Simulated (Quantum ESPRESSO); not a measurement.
# Dipole at the next field: honeycomb PbTe, 1 layer

How the rows were computed: Quantum ESPRESSO 7.5, vdW-DF-cx, GBRV ultrasoft, PBE files; sawtooth field along the normal with dipole correction, ions clamped, threshold 1e-9 Ry; cell area 16.311 Å².

| field (V/Å) | dipole (e Å a cell) |
| --- | --- |
| 0 | 0.12406 |
| 0.1 | 0.16454 |
| 0.2 | 0.20488 |

One more run was made and is withheld. What is the dipole at −0.2 V/Å, and what electrostatic thickness 4πα/A follows from the rows?

By hand: The slope is (0.20488 − (0.12406))/0.2 = 0.4041 e Å²/V, so 4πα/A = 180.95 × 0.4041/16.311 = 4.48 Å. Linear response gives p = 0.12406 + 0.4041 × (−0.2) = 0.04324 e Å; a parabola through the three rows gives 0.04268.

What the calculation gave: p = 0.04235 e Å. The line misses by 1.1 % of the induced dipole and the parabola by 0.4 %. The response is slightly nonlinear.

Caveats: Electrons alone respond; local and semilocal functionals tend to overscreen.
